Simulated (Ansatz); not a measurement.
# Work function of Zr(0001): what the settings cost and change, part 2 of 2

Aim: the numerical settings behind the work function of Zr(0001), with the cost of each.

Ansatz 0.2.0; plane-wave DFT, PBE, Ansatz PAW.

So far, work function, upper face (eV): step 2 (run, setting cutoff 200 eV) 4.22; step 3 (run) 4.19; step 4 (run) 4.19; step 5 (slab) 4.19.

## 6. Run

The input, input.yaml:

```yaml
crystal:
  lattice:
    - [3.23, 0.0, 0.0]
    - [1.615, 2.7972620542, 0.0]
    - [0.0, 0.0, 33.43617]
  atoms:
    - { symbol: Zr, position: [0.0, 0.0, 0.2691695849] }
    - { symbol: Zr, position: [0.6666666667, 0.6666666667, 0.3461130566] }
    - { symbol: Zr, position: [0.0, 0.0, 0.4230565283] }
    - { symbol: Zr, position: [0.6666666667, 0.6666666667, 0.5] }
    - { symbol: Zr, position: [0.0, 0.0, 0.5769434717] }
    - { symbol: Zr, position: [0.6666666667, 0.6666666667, 0.6538869434] }
    - { symbol: Zr, position: [0.0, 0.0, 0.7308304151] }
kpoints:
  mp_grid: { grid: [3, 3, 1] }
hamiltonian:
  xc: pbe
scf:
  occupations: { method: fermi_dirac, width: 0.1 }
  convergence: { dr2_threshold: 1.0e-09 }
efield:
  axis: 3
  dipole_correction: true
  ramp_position: 0.97
  ramp_width: 0.06
output:
  write_potential: true
  write_density: true
  volumetric_format: npy
```

Started as:

```
> ansatz run input.yaml --threads 2 --pin off --max-ram 3072MiB --backend cpu --events-out ev --progress --plain --runs-dir out
```

Numbers of over 12 decimals in the logs are rounded to 6 here.

The log of the run:

```text
[...]
Crystal: 7 atoms, lattice volume = 302.101 Å³
Basis set: ecut = 420 eV, 6027 PW (Γ)
Bands: 51, of which v1, the nominal top of the filled ones, is band 42 counted from 1 (41 counted from 0)
Symmetry: 6 space group operations
k-points: 3 of 9 (time reversal used)
[...]
Work function:   Φ+ = 4.2987 eV   Φ− = 4.2986 eV
[...]
--- Band table (eV) ---
  k-point 0: bands = [... 38 lower, 5.9293, 6.3045, 6.3482, 6.3482, 6.3508, 6.3699, 6.3699, 6.4622, ... 5 higher]
  k-point 1: bands = [... 38 lower, 4.7260, 4.9268, 5.0851, 5.7189, 5.7249, 6.1634, 6.2000, 6.4144, ... 5 higher]
  k-point 2: bands = [... 38 lower, 4.5081, 4.8587, 4.8591, 5.5972, 5.6360, 5.6795, 5.7476, 5.7483, ... 5 higher]
[key lines of the parts left out:]
SCF converged after 11 iterations
Free energy (F): -29284.993996 eV
Fermi energy:    5.715461 eV
Dipole field:    D = -0.000001 V/Å  (p = -0.000002 e·Å, saw-weighted, corrected)
```

It took 9.2 s on 2 threads of Arm Neoverse N1, shared host; peak memory 0.46 GiB.

The work function is 4.299 eV, +0.106 eV from the run “cutoff 420 eV”, at 0.12 times its CPU time.

## 7. Run

Edit input.yaml of step 6 so:

```diff
@@ -14,3 +14,3 @@
 kpoints:
-  mp_grid: { grid: [3, 3, 1] }
+  mp_grid: { grid: [5, 5, 1] }
 hamiltonian:
```

The log of the run:

```text
[...]
Crystal: 7 atoms, lattice volume = 302.101 Å³
Basis set: ecut = 420 eV, 6027 PW (Γ)
Bands: 51, of which v1, the nominal top of the filled ones, is band 42 counted from 1 (41 counted from 0)
Symmetry: 6 space group operations
k-points: 5 of 25 (time reversal used)
[...]
k-point 0: bands = [... 38 lower, 6.0354, 6.4243, 6.4305, 6.4835, 6.4835, 6.5181, 6.5181, 6.6067, ... 5 higher]
  k-point 1: bands = [... 38 lower, 5.3197, 5.4704, 5.4738, 5.7093, 5.7723, 6.0169, 6.1881, 6.4812, ... 5 higher]
  k-point 2: bands = [... 38 lower, 4.7558, 4.8882, 5.1109, 5.9076, 6.0139, 6.5399, 6.7352, 6.7498, ... 5 higher]
  k-point 4: bands = [... 38 lower, 4.7767, 5.1560, 5.1781, 5.5109, 5.5587, 5.8974, 5.9540, 6.0911, ... 5 higher]
[key lines of the parts left out:]
SCF converged after 10 iterations
Free energy (F): -29285.245996 eV
Fermi energy:    5.691431 eV
Dipole field:    D = 0.000000 V/Å  (p = 0.000000 e·Å, saw-weighted, corrected)
Work function:   Φ+ = 4.1758 eV   Φ− = 4.1758 eV
```

Run time: 13 s. Hardware: 2 threads; peak memory 0.48 GiB; 21 s of CPU time.

The work function is 4.176 eV, -0.017 eV from the run “cutoff 420 eV”, at 0.19 times its CPU time.

## 8. Run

Edit input.yaml of step 7 so:

```diff
@@ -14,3 +14,3 @@
 kpoints:
-  mp_grid: { grid: [5, 5, 1] }
+  mp_grid: { grid: [10, 10, 1] }
 hamiltonian:
```

The log of the run:

```text
[...]
Crystal: 7 atoms, lattice volume = 302.101 Å³
Basis set: ecut = 420 eV, 6027 PW (Γ)
Bands: 51, of which v1, the nominal top of the filled ones, is band 42 counted from 1 (41 counted from 0)
Symmetry: 6 space group operations
k-points: 14 of 100 (time reversal used)
[...]
k-point 0: bands = [... 38 lower, 6.0025, 6.3967, 6.4055, 6.4502, 6.4502, 6.4769, 6.4769, 6.5823, ... 5 higher]
  k-point 1: bands = [... 38 lower, 5.9131, 5.9860, 6.0746, 6.1162, 6.2626, 6.2634, 6.4007, 6.5571, ... 5 higher]
  k-point 2: bands = [... 38 lower, 5.3056, 5.4315, 5.4520, 5.6914, 5.7578, 5.9921, 6.1621, 6.4548, ... 5 higher]
  k-point 13: bands = [... 38 lower, 4.6852, 4.9938, 5.0065, 5.5570, 5.6123, 5.7299, 5.8244, 5.9050, ... 5 higher]
[key lines of the parts left out:]
SCF converged after 10 iterations
Free energy (F): -29285.110888 eV
Fermi energy:    5.702493 eV
Dipole field:    D = 0.000000 V/Å  (p = 0.000000 e·Å, saw-weighted, corrected)
Work function:   Φ+ = 4.1964 eV   Φ− = 4.1964 eV
```

Elapsed: 33 s, on 2 threads; peak memory 0.61 GiB.

The work function is 4.196 eV, +0.004 eV from the run “cutoff 420 eV”, at 0.51 times its CPU time.

## 9. Slab

Edit input.yaml of step 8 so:

```diff
@@ -14,3 +14,3 @@
 kpoints:
-  mp_grid: { grid: [10, 10, 1] }
+  mp_grid: { grid: [22, 22, 1] }
 hamiltonian:
```

The log of the run:

```text
[...]
Crystal: 7 atoms, lattice volume = 302.101 Å³
Basis set: ecut = 420 eV, 6027 PW (Γ)
Bands: 51, of which v1, the nominal top of the filled ones, is band 42 counted from 1 (41 counted from 0)
Symmetry: 6 space group operations
k-points: 52 of 484 (time reversal used)
[...]
k-point 0: bands = [... 38 lower, 6.0020, 6.3969, 6.4064, 6.4493, 6.4493, 6.4754, 6.4754, 6.5863, ... 5 higher]
  k-point 1: bands = [... 38 lower, 5.9751, 6.2880, 6.3447, 6.3677, 6.4435, 6.4531, 6.4925, 6.5186, ... 5 higher]
  k-point 2: bands = [... 38 lower, 5.9300, 6.0371, 6.1258, 6.1673, 6.3018, 6.3142, 6.4273, 6.5660, ... 5 higher]
  k-point 51: bands = [... 38 lower, 4.5983, 4.9670, 4.9674, 5.6509, 5.6871, 5.7659, 5.8622, 5.8702, ... 5 higher]
[key lines of the parts left out:]
SCF converged after 10 iterations
Free energy (F): -29285.113032 eV
Fermi energy:    5.705289 eV
Dipole field:    D = 0.000000 V/Å  (p = 0.000001 e·Å, saw-weighted, corrected)
Work function:   Φ+ = 4.1929 eV   Φ− = 4.1929 eV
```

Run time: 2 min. Hardware: 2 threads; peak memory 1 GiB; 3.5 min of CPU time.

The work function is 4.193 eV, +0.000 eV from the run “cutoff 420 eV”, at 1.9 times its CPU time.

## 10. Run

Edit input.yaml of step 9 so:

```diff
@@ -14,3 +14,3 @@
 kpoints:
-  mp_grid: { grid: [22, 22, 1] }
+  mp_grid: { grid: [15, 15, 1] }
 hamiltonian:
@@ -18,3 +18,3 @@
 scf:
-  occupations: { method: fermi_dirac, width: 0.1 }
+  occupations: { method: gaussian, width: 0.05 }
   convergence: { dr2_threshold: 1.0e-09 }
```

The log of the run:

```text
[...]
Crystal: 7 atoms, lattice volume = 302.101 Å³
Basis set: ecut = 420 eV, 6027 PW (Γ)
Bands: 51, of which v1, the nominal top of the filled ones, is band 42 counted from 1 (41 counted from 0)
Symmetry: 6 space group operations
k-points: 27 of 225 (time reversal used)
[...]
k-point 0: bands = [... 38 lower, 5.9710, 6.3776, 6.3930, 6.4172, 6.4172, 6.4483, 6.4483, 6.5690, ... 5 higher]
  k-point 1: bands = [... 38 lower, 5.9290, 6.1653, 6.2298, 6.2593, 6.3722, 6.3832, 6.4919, 6.5096, ... 5 higher]
  k-point 2: bands = [... 38 lower, 5.7226, 5.7946, 5.8867, 5.9431, 6.0356, 6.1027, 6.2983, 6.5189, ... 5 higher]
  k-point 26: bands = [... 38 lower, 4.5952, 4.9377, 4.9380, 5.6846, 5.7326, 5.7430, 5.8396, 5.8401, ... 5 higher]
[key lines of the parts left out:]
SCF converged after 10 iterations
Free energy (F): -29284.960731 eV
Fermi energy:    5.734991 eV
Dipole field:    D = 0.000001 V/Å  (p = 0.000002 e·Å, saw-weighted, corrected)
Work function:   Φ+ = 4.1902 eV   Φ− = 4.1902 eV
```

Wall time 62 s (2 threads); peak memory 0.74 GiB.

The work function is 4.190 eV, -0.002 eV from the run “cutoff 420 eV”, at 0.99 times its CPU time.

## 11. Run

Edit input.yaml of step 10 so:

```diff
@@ -18,3 +18,3 @@
 scf:
-  occupations: { method: gaussian, width: 0.05 }
+  occupations: { method: methfessel_paxton, width: 0.2 }
   convergence: { dr2_threshold: 1.0e-09 }
```

The log of the run:

```text
[...]
Crystal: 7 atoms, lattice volume = 302.101 Å³
Basis set: ecut = 420 eV, 6027 PW (Γ)
Bands: 51, of which v1, the nominal top of the filled ones, is band 42 counted from 1 (41 counted from 0)
Symmetry: 6 space group operations
k-points: 27 of 225 (time reversal used)
[...]
k-point 0: bands = [... 38 lower, 5.9732, 6.3789, 6.3938, 6.4199, 6.4199, 6.4507, 6.4507, 6.5703, ... 5 higher]
  k-point 1: bands = [... 38 lower, 5.9307, 6.1660, 6.2330, 6.2605, 6.3729, 6.3851, 6.4931, 6.5123, ... 5 higher]
  k-point 2: bands = [... 38 lower, 5.7231, 5.7972, 5.8877, 5.9446, 6.0371, 6.1034, 6.2992, 6.5201, ... 5 higher]
  k-point 26: bands = [... 38 lower, 4.5970, 4.9385, 4.9388, 5.6861, 5.7331, 5.7451, 5.8389, 5.8394, ... 5 higher]
[key lines of the parts left out:]
SCF converged after 10 iterations
Free energy (F): -29284.947942 eV
Fermi energy:    5.715805 eV
Dipole field:    D = 0.000000 V/Å  (p = 0.000001 e·Å, saw-weighted, corrected)
Work function:   Φ+ = 4.2068 eV   Φ− = 4.2069 eV
```

Run time: 60 s. Hardware: 2 threads; peak memory 0.74 GiB.

The work function is 4.207 eV, +0.014 eV from the run “cutoff 420 eV”, at 0.97 times its CPU time.

## 12. Run

Edit input.yaml of step 11 so:

```diff
@@ -18,3 +18,3 @@
 scf:
-  occupations: { method: methfessel_paxton, width: 0.2 }
+  occupations: { method: fermi_dirac, width: 0.3 }
   convergence: { dr2_threshold: 1.0e-09 }
```

The log of the run:

```text
band count auto-derived: 59 (N_el = 84.0; filled up to band 42; 51 by the electrons, moments and atoms)
[...]
Crystal: 7 atoms, lattice volume = 302.101 Å³
Basis set: ecut = 420 eV, 6027 PW (Γ)
Bands: 59, of which v1, the nominal top of the filled ones, is band 42 counted from 1 (41 counted from 0)
Symmetry: 6 space group operations
[...]
k-point 0: bands = [... 38 lower, 6.0515, 6.4289, 6.4322, 6.4950, 6.4950, 6.5108, 6.5108, 6.6201, ... 30 higher]
  k-point 1: bands = [... 38 lower, 5.9972, 6.2034, 6.3119, 6.3121, 6.4232, 6.4401, 6.5520, 6.5869, ... 30 higher]
  k-point 2: bands = [... 38 lower, 5.7584, 5.8624, 5.9377, 6.0047, 6.0856, 6.1574, 6.3509, 6.5748, ... 30 higher]
  k-point 26: bands = [... 38 lower, 4.6533, 4.9728, 4.9732, 5.7287, 5.7705, 5.8124, 5.8757, 5.8762, ... 30 higher]
[key lines of the parts left out:]
SCF converged after 9 iterations
Free energy (F): -29286.461461 eV
Fermi energy:    5.684327 eV
Dipole field:    D = 0.000000 V/Å  (p = 0.000000 e·Å, saw-weighted, corrected)
Work function:   Φ+ = 4.1786 eV   Φ− = 4.1787 eV
```

Elapsed: 96 s, on 2 threads; peak memory 1 GiB; 2.9 min of CPU time.

The work function is 4.179 eV, -0.014 eV from the run “cutoff 420 eV”, at 1.6 times its CPU time.

## 13. Slab

Edit input.yaml of step 12 so:

```diff
@@ -18,3 +18,3 @@
 scf:
-  occupations: { method: fermi_dirac, width: 0.3 }
+  occupations: { method: cold, width: 0.1 }
   convergence: { dr2_threshold: 1.0e-09 }
```

The log of the run:

```text
[...]
Crystal: 7 atoms, lattice volume = 302.101 Å³
Basis set: ecut = 420 eV, 6027 PW (Γ)
Bands: 51, of which v1, the nominal top of the filled ones, is band 42 counted from 1 (41 counted from 0)
Symmetry: 6 space group operations
k-points: 27 of 225 (time reversal used)
[...]
k-point 0: bands = [... 38 lower, 5.9680, 6.3747, 6.3907, 6.4134, 6.4134, 6.4454, 6.4454, 6.5664, ... 5 higher]
  k-point 1: bands = [... 38 lower, 5.9262, 6.1630, 6.2262, 6.2567, 6.3697, 6.3806, 6.4894, 6.5059, ... 5 higher]
  k-point 2: bands = [... 38 lower, 5.7203, 5.7913, 5.8844, 5.9406, 6.0331, 6.1004, 6.2962, 6.5164, ... 5 higher]
  k-point 26: bands = [... 38 lower, 4.5927, 4.9349, 4.9352, 5.6826, 5.7309, 5.7380, 5.8386, 5.8387, ... 5 higher]
[key lines of the parts left out:]
SCF converged after 10 iterations
Free energy (F): -29284.959651 eV
Fermi energy:    5.724292 eV
Dipole field:    D = -0.000000 V/Å  (p = -0.000001 e·Å, saw-weighted, corrected)
Work function:   Φ+ = 4.2049 eV   Φ− = 4.2049 eV
```

Wall time 61 s (2 threads); peak memory 0.74 GiB; 1.8 min of CPU time.

The work function is 4.205 eV, +0.012 eV from the run “cutoff 420 eV”, at 0.96 times its CPU time.

## 14. Comparing the runs

Times are for 2 threads of Arm Neoverse N1, shared host. Results by setting:

```csv
no.,setting,"work function, upper face (eV)",time,memory (GiB)
1,cutoff 200 eV,4.217,28 s,0.42
2,cutoff 300 eV,4.192,38 s,0.54
3,cutoff 420 eV,4.192,62 s,0.74
4,cutoff 600 eV,4.192,1.8 min,1.1
5,mesh 3x3,4.299,9.2 s,0.46
6,mesh 5x5,4.176,13 s,0.48
7,mesh 10x10,4.196,33 s,0.61
8,mesh 22x22,4.193,2 min,1.0
9,Gaussian smearing 0.05 eV,4.190,62 s,0.74
10,methfessel_paxton smearing 0.2 eV,4.207,60 s,0.74
11,fermi_dirac smearing 0.3 eV,4.179,96 s,1
12,cold smearing 0.1 eV,4.205,61 s,0.74
```

## 15. Varying the input

An input spoilt on purpose, to show how the run answers: it repeats the earlier run “cutoff 200 eV” with efield.ramp_position from 0.97 to 0.475, and scf.max_iter set to 60; its output block differs too.

Edit input.yaml of step 13 so:

```diff
@@ -18,4 +18,5 @@
 scf:
-  occupations: { method: cold, width: 0.1 }
+  occupations: { method: fermi_dirac, width: 0.1 }
   convergence: { dr2_threshold: 1.0e-09 }
+  max_iter: 60
 efield:
@@ -23,4 +24,6 @@
   dipole_correction: true
-  ramp_position: 0.97
+  ramp_position: 0.475
   ramp_width: 0.06
+basis:
+  ecutwfc: "200 eV"
 output:
```

The log of the run:

```text
Warning: basis.ecutwfc = 200 eV is below the records' recommended 420 eV, and the density's cutoff is lower with it unless basis.ecutrho_ratio is high enough to keep the records' density cutoff: compare with a run at a higher cutoff
Warning: basis.ecutrho_ratio 4 (ecutrho = 800 eV, dense FFT grid 15×15×160): the grid does not resolve the core-correction charge of Zr (measure 0.08 e/Å^2.5); warned from 0.08. The energy and each atom's force then go with where the atoms sit on the grid: [figures from the program's tests cut] If this deck is also warned that a cutoff or its ratio is below what is recommended, mend that before anything below. First try basis.xc_grid, which is 1 on this run (the dense grid itself), where it is not refused (2, then 3). Above 1 the core-correction charge is laid on the exchange–correlation grid, and this warning is never given, whether or not the level is enough: [rest of the remark cut]
Engine: ansatz 0.2.0, aarch64-unknown-linux-gnu
Pseudopotentials: kind: paw
Pseudopotential: Zr, paw, valence charge 12, recommended cutoff 420 eV (normal), Zr.paw.azcp
Functional definition: PBE
  parameter kappa = 0.804
  parameter beta = 0.066725
  exchange = pbe_x(kappa = kappa, mu = beta*pi^2/3)
  correlation = pbe_c(beta = beta)
Crystal: 7 atoms, lattice volume = 302.101 Å³
Basis set: ecut = 200 eV, 1985 PW (Γ)
Bands: 51, of which v1, the nominal top of the filled ones, is band 42 counted from 1 (41 counted from 0)
Symmetry: 6 space group operations
k-points: 27 of 225 (time reversal used)
Non-local potential: Zr, projectors of the file, l = 0: 3, l = 1: 2, l = 2: 2, l = 3: 2
PAW form: soft (Blöchl's): semilocal exchange-correlation on the pseudo side does not see the compensation charge
PAW one-centre angular grid: Zr, 590 points (default); XC on 64 Gauss nodes
Initial density: superposition of atomic densities (neutral atoms: chi_scale 0, normalization atom), corrected by the library's trained network
Initial wavefunctions: pseudopotential atomic-orbital guess
Functional: x = pbe(κ = 0.804, μ = 0.219515), c = pbe(β = 0.066725)
Error: efield: ion 3 (Zr) at fractional coordinate 0.5000 along the field axis lies inside the sawtooth ramp with 2 of the planes that the density is read on at each end, [0.4625, 0.5475] — the ramp must sit in vacuum (an ion there feels the fictitious reversed slope); set or move the ramp (efield.ramp_position / ramp_width) or move the geometry
```

It took 0.38 s on 2 threads; peak memory 0.24 GiB.

The program refused the input before any cycle.

The program's message: “Error: efield: ion 3 (Zr) at fractional coordinate 0.5000 along the field axis lies inside the sawtooth ramp with 2 of the planes that the density is read on at each end, [0.4625, 0.5475] — the ramp m …”

The fault put into the input: the ramp among the atoms.

## 16. Summary of results

| Property | Result |
| --- | --- |
| work function, cutoff 420 eV | 4.192 eV |
| work function, cutoff 600 eV | 4.192 eV |
| work function, mesh 3x3 | 4.299 eV |
| work function, mesh 5x5 | 4.176 eV |

What this shows: The run at the highest cutoff gives 4.19 eV, and the settings tried spread the value from 4.18 to 4.30 eV. Against 600 eV, a cutoff of 200 eV is off by +0.024 eV. Against 600 eV, a cutoff of 420 eV is off by +0.000 eV. Against the finest mesh, 22 points along a, the coarser ones are off by +0.11 (3), -0.02 (5) and +0.00 (10) eV. The smearing schemes and widths spread it over 0.03 eV. The ladder's slabs use the tabulated experimental lattice constant (two decimals; a low-temperature value for the alkali metals). In 1 run of the series (cutoff 200 eV) the program warns that electrons reach the sawtooth's ramp, which makes dipole and work function less sure.

[Logs are printed without paths, hosts, clocks, repeated set-up lines and the standing remarks that a program may print on its own settings, such as how far it seeks lower states.]

[Hosts, paths, dates, database ids (printed as entryN), source tags and the programs' standing remarks are cut or masked in the printed files.]

[Maps of the electrostatic potential energy from Ansatz leave out the sawtooth potential of an applied field or a dipole correction, so their vacuum need not be flat; planar profiles and work functions include it.]
